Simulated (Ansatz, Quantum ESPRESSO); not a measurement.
# PrAl3 (Pm-3m): zone-centre phonons, part 3 of 3

Aim: the zone-centre modes of PrAl3 (Pm-3m).

Quantum ESPRESSO 7.5; DFT PBEsol, scalar-relativistic, plane waves, PseudoDojo norm-conserving, 4f in core pseudopotentials.

So far. Step 5 (Zone-centre response): The acoustic modes at Γ come out as far as 4.1 cm⁻¹ from zero, where they should vanish, a small numerical error. Step 6 (Modes with the sum rule): The rule moves no optical mode by more than 0.1 cm⁻¹.

### Step 8. A second program

A second program on the same cell, potentials, cutoff and meshes tests the implementation of the phonon response, not its convergence. Its k mesh is centred on Γ.

This step: DFT PBEsol, scalar-relativistic, plane waves, norm-conserving pseudopotentials, 4f in core (Ansatz 0.2.0).

The input, input.yaml:

```yaml
crystal:
  lattice:
    - [4.3382463358, 0.0, 0.0]
    - [0.0, 4.3382463358, 0.0]
    - [0.0, 0.0, 4.3382463358]
  atoms:
    - { symbol: Pr, position: [0.0, 0.0, 0.0] }
    - { symbol: Al, position: [0.0, 0.5, 0.5] }
    - { symbol: Al, position: [0.5, 0.0, 0.5] }
    - { symbol: Al, position: [0.5, 0.5, 0.0] }
kpoints:
  mp_grid: { grid: [8, 8, 8] }
hamiltonian:
  xc: pbesol
  pseudopotentials:
    kind: nc
    azcp: { Pr: "pseudopotentials/pbe/nc/lanthanide_3plus/Pr.nc.azcp" }
    accuracy: standard
scf:
  occupations: { method: cold, width: 0.27211 }
output:
  eigenvalues: true
basis:
  ecutwfc: 598.65
phonons:
  method: dfpt
```

The run is started by

```bash
> ansatz run input.yaml --threads 4 --pin off --max-ram 8192MiB --backend cpu --events-out ev --progress --plain --runs-dir out
```

Numbers of over 12 decimals in the logs are rounded to 6 here.

Log:

```text
Warning: basis.ecutwfc = 598.65 eV is below the records' recommended 653.07327 eV, and the density's cutoff is lower with it unless basis.ecutrho_ratio is high enough to keep the records' density cutoff: compare with a run at a higher cutoff
Warning: <dir> the record states the generating functional pbe (its physics header spells it `PBE`), which answers neither for hamiltonian.xc's functional nor for the pbesol family's — results may be inconsistent (PPs are generated against a specific XC)
zone centre: on kpoints.mp_grid the ground state, and the responses unless they are solved on pairs of k-points, stand on 125 of the mesh's 512 k-points, reduced under 8 symmetry operations, with k and −k counted as one. Each operation leaves every solved displacement unchanged or reverses it
Engine: ansatz 0.2.0, aarch64-unknown-linux-gnu
Pseudopotentials: kind: nc
Pseudopotential: Pr, nc, valence charge 11, recommended cutoff 653.07327 eV (normal), <dir>
Pseudopotential: Al, nc, valence charge 3, recommended cutoff 544.227725 eV (normal), Al.nc.azcp (PseudoDojo's, or run here from an input of PseudoDojo's; its table is named by hamiltonian.pseudopotentials.accuracy)
Functional definition: PBEsol
  exchange = pbesol_x
  correlation = pbesol_c
Crystal: 4 atoms, lattice volume = 81.647 Å³
Basis set: ecut = 598.65 eV, 2721 PW (Γ), exchange–correlation on 72×72×72 points (8 copies of the dense FFT grid, shifted against one another)
Bands: 14, of which v1, the nominal top of the filled ones, is band 10 counted from 1 (9 counted from 0)
Symmetry: 48 space group operations
k-points: 125 of 512 (irreducible under 8 space group operations)
Non-local potential: Pr, projectors of the file, l = 0: 2, l = 1: 2, l = 2: 2, l = 3: 1
Non-local potential: Al, projectors of the file, l = 0: 2, l = 1: 2, l = 2: 2
Initial density: superposition of atomic densities (chi_scale 0.1, normalization cell, long waves kept (reshape's long-wave potential 0.00 eV rms))
Initial wavefunctions: pseudopotential atomic-orbital guess
Functional: x = pbesol(κ = 0.804, μ = 0.123457), c = pbesol(β = 0.046)
SCF iter   1: F=—  HF=-1192.205534 eV  |F-HF|=—  |Δ(HF+E_count)|=         —  Δρ=3.00e-2  dr2=2.15e0  ethr=3.10e-3  ⟨swp⟩=5.3  Hψ=9807  notcnv=0
preconditioner: auto → Kerker (q_TF=auto, 2.158 Å⁻¹)  [metal: Δε(μ)=0.110 eV  Ē_g=5.328 eV  σ=0.272 eV  W_gap=0.26  n_scr=18 (ndim 8)  ℏωp=14.2 eV  f_vac=0.000  D(μ)=1.09/eV (n_scr^D=6)]
SCF iter   2: F=—  HF=-1191.760856 eV  |F-HF|=—  |Δ(HF+E_count)|=   4.45e-1  S|Δr|=    0.00e0  Δρ=1.77e-2  dr2=7.18e-1  ethr=3.10e-3  ⟨swp⟩=1.0  Hψ=2753  notcnv=0
SCF iter   3: F=—  HF=-1191.529160 eV  |F-HF|=—  |Δ(HF+E_count)|=   2.32e-1  S|Δr|=    0.00e0  Δρ=2.54e-3  dr2=4.99e-3  ethr=3.10e-3  ⟨swp⟩=2.0  Hψ=2999  notcnv=0
SCF iter   4: F=—  HF=-1191.527556 eV  |F-HF|=—  |Δ(HF+E_count)|=   1.60e-3  S|Δr|=    0.00e0  Δρ=6.34e-4  dr2=3.81e-4  ethr=2.49e-5  ⟨swp⟩=2.7  Hψ=4096  notcnv=0
SCF iter   5: F=—  HF=-1191.527446 eV  |F-HF|=—  |Δ(HF+E_count)|=   1.10e-4  S|Δr|=    0.00e0  Δρ=1.81e-4  dr2=2.50e-5  ethr=1.91e-6  ⟨swp⟩=2.2  Hψ=2800  notcnv=0
SCF iter   6: F=—  HF=-1191.527437 eV  |F-HF|=—  |Δ(HF+E_count)|=   8.55e-6  S|Δr|=    0.00e0  Δρ=2.26e-5  dr2=4.29e-7  ethr=1.25e-7  ⟨swp⟩=2.0  Hψ=2942  notcnv=0
SCF iter   7: F=—  HF=-1191.527438 eV  |F-HF|=—  |Δ(HF+E_count)|=   2.69e-7  S|Δr|=    0.00e0  Δρ=5.76e-6  dr2=1.52e-8  ethr=2.15e-9  ⟨swp⟩=2.1  Hψ=2951  notcnv=0
SCF iter   8: F=—  HF=-1191.527438 eV  |F-HF|=—  |Δ(HF+E_count)|=   5.11e-9  S|Δr|=    0.00e0  Δρ=3.06e-7  dr2=2.74e-11  ethr=7.60e-11  ⟨swp⟩=2.3  Hψ=3007  notcnv=0
SCF iter   9: F=-1191.527438 eV  HF=-1191.527438 eV  |F-HF|=4.55e-13  |Δ(HF+E_count)|=  6.14e-12  S|Δr|=    0.00e0  Δρ=5.18e-8  dr2=1.10e-12  ethr=1.00e-12  ⟨swp⟩=5.7  Hψ=8283  notcnv=0
SCF 1 converged in 9 iterations: F = -1191.527438 eV  dr2 = 1.10e-12
DFPT response loops at Γ: preconditioner auto → Kerker (q_TF=auto, 2.158 Å⁻¹) (partly filled bands, converged f_vac=0.000); β = 1.00, the filter's whole step (`scf.mixing.beta` (0.50) is not read by the response loops under this deck's `scf.mixing.preconditioner`; to damp them name `kerker` or `kerker_dos`, under which they read `scf.mixing.beta`, and type it under 1.00, their step now; both keys bind the ground state too); Broyden in place of MSR1
SCF converged after 9 iterations
Stability not checked: this state was not tested for a lower state beside it, because cold or Methfessel-Paxton smearing, or corrected tetrahedra, fill the levels in a way that the test cannot read (fill_not_monotonic; see scf.lower_state_search)
Free energy (F): -1191.527438 eV
Harris-Foulkes:  -1191.527438 eV  (|F-HF|=4.55e-13)
Internal energy: -1191.515408 eV  (E = F + TS)
E sigma→0 (E₀):  -1191.523428 eV
Entropy (-TS):   -0.012029 eV (-3.007 meV/atom)
Fermi energy:    9.211446 eV
--- Per-component energies (eV) ---
  E_band       = -30.606326
  E_kinetic    = 304.130855
  E_local      = -494.884573  (includes V_loc(G=0)·N_el)
  E_nonlocal   = 96.352074
  E_hartree    = 163.816450
  E_xc         = -320.400219
  E_vxc        = -263.837579  (∫ρ·V_xc dr)
  E_ewald      = -940.529995
  E_smearing   = -0.012029  (= −TS)
  E_closure    = 0.000000  (closes the sum)
  Σ components = -1191.527438   (vs F -1191.527438, Δ=0.00e0)
--- Band table (eV; the first three rows and the last of 125) ---
  k-point 0: bands = [... 6 lower, 6.1603, 8.2558, 8.2558, 8.2558, 10.8708, 10.8708, 10.8708, 11.5138]
  k-point 1: bands = [... 6 lower, 6.2736, 8.1125, 8.1125, 8.3698, 10.7737, 10.7737, 10.9362, 12.0444]
  k-point 2: bands = [... 6 lower, 6.6038, 7.7838, 7.7838, 8.9930, 10.7272, 10.7486, 10.7486, 11.1086]
  k-point 124: bands = [... 6 lower, 4.2813, 5.3859, 8.0173, 8.0173, 8.0173, 12.1939, 13.1362, 13.1362]
--- Phonons (Γ-DFPT): 3 representative perturbations + reference, on 125 of 512 k-points (Σ response iterations 8) ---
  k mesh reduced under 8 symmetry operations, with k and −k counted as one. Each operation leaves every solved displacement unchanged or reverses it
  ASR residual: 8.052e-5 → 0.000e0 eV/Å²; symmetrization residual: 1.529e-6 eV/Å²
  ASR residual per site (eV/Å²): 8.05e-5 1.91e-5 1.91e-5 1.91e-5
  Γ frequencies (cm⁻¹): 0.00 0.00 0.00 146.58 146.58 146.58 234.42 234.42 234.42 268.84 268.84 268.84
  non-analytic LO–TO correction: not included (Born effective charges unavailable; polar crystals: no LO–TO splitting at Γ)
```

Wall time 17 s (4 threads of Arm Neoverse V2, shared host); peak memory 1.2 GiB; 65 s of CPU time.

Numbers from this step:

* sum-rule residual before enforcement: 8.05e-5 eV/Å²
* highest optical zone-centre mode (no LO-TO term): 268.8 cm⁻¹
* lowest optical zone-centre mode: 146.6 cm⁻¹

### Step 9. The two compared: QE PseudoDojo and Ansatz, PseudoDojo

Worked out from the results:

```yaml
root_mean_square_difference: 0.06 cm⁻¹
largest_difference: 0.09 cm⁻¹
```

Frequencies side by side, by row:

```
q (reciprocal lattice)  mode  QE PseudoDojo (cm⁻¹)  Ansatz, PseudoDojo (cm⁻¹)
                 0 0 0     1                     0                          0
                 0 0 0     2                     0                          0
                 0 0 0     3                     0                          0
                 0 0 0     4                 146.5                      146.6
                 0 0 0     5                 146.5                      146.6
                 0 0 0     6                 146.5                      146.6
                 0 0 0     7                 234.4                      234.4
                 0 0 0     8                 234.4                      234.4
                 0 0 0     9                 234.4                      234.4
                 0 0 0    10                 268.9                      268.8
                 0 0 0    11                 268.9                      268.8
                 0 0 0    12                 268.9                      268.8
```

At the zone centre the largest difference (acoustic modes at Γ apart) is 0.03 % of the highest mode.

### Step 10. Results

```
space group after relaxation                                           : Pm-3m
volume per atom                                                        : 20.4 Å³
highest optical zone-centre mode (no LO-TO term)                       : 268.9 cm⁻¹
lowest optical zone-centre mode                                        : 146.5 cm⁻¹
imaginary optical modes at the zone centre (no q mesh in this session) : none
largest difference from Ansatz, PseudoDojo                             : 0.09 cm⁻¹
```

What this shows: At the PBEsol level the optical modes of PrAl3 (Pm-3m) at the zone centre run from 146 to 269 cm⁻¹. Of the 9 optical modes, 6 are infrared active alone and 3 are silent. QE PseudoDojo and Ansatz, PseudoDojo agree to 0.09 cm⁻¹ (0.03 % of the highest mode compared) on all solved modes but the acoustic ones at Γ, without the LO-TO term. These are harmonic frequencies at zero temperature: anharmonic shifts and linewidths and thermal expansion are left out. Spin-orbit coupling is left out, which can matter for the heavy elements here. In a metal the frequencies hang on the k mesh and the smearing, most of all near Kohn anomalies. The 4f electrons are frozen in the core as for a trivalent ion, in files made for PBE, so their moments and any magnetic order are left out. The relaxation ran at 44 Ry, under the 48 Ry recommended for these files; the stress of so short a basis can leave the cell about one per cent too small. Ansatz warns that the cutoff lies 8 % under the one recommended for these files; agreement at one cutoff is not convergence. The structure comes from a database and need not be the phase that is stable at ambient conditions.

[Host names and launcher messages were left out of these logs when they were recorded.]

[Logs are printed without paths, hosts, clocks, repeated set-up lines and the standing remarks that a program may print on its own settings, such as how far it seeks lower states.]

[Hosts, paths, dates, database ids (printed as entryN), source tags and the programs' standing remarks are cut or masked in the printed files.]
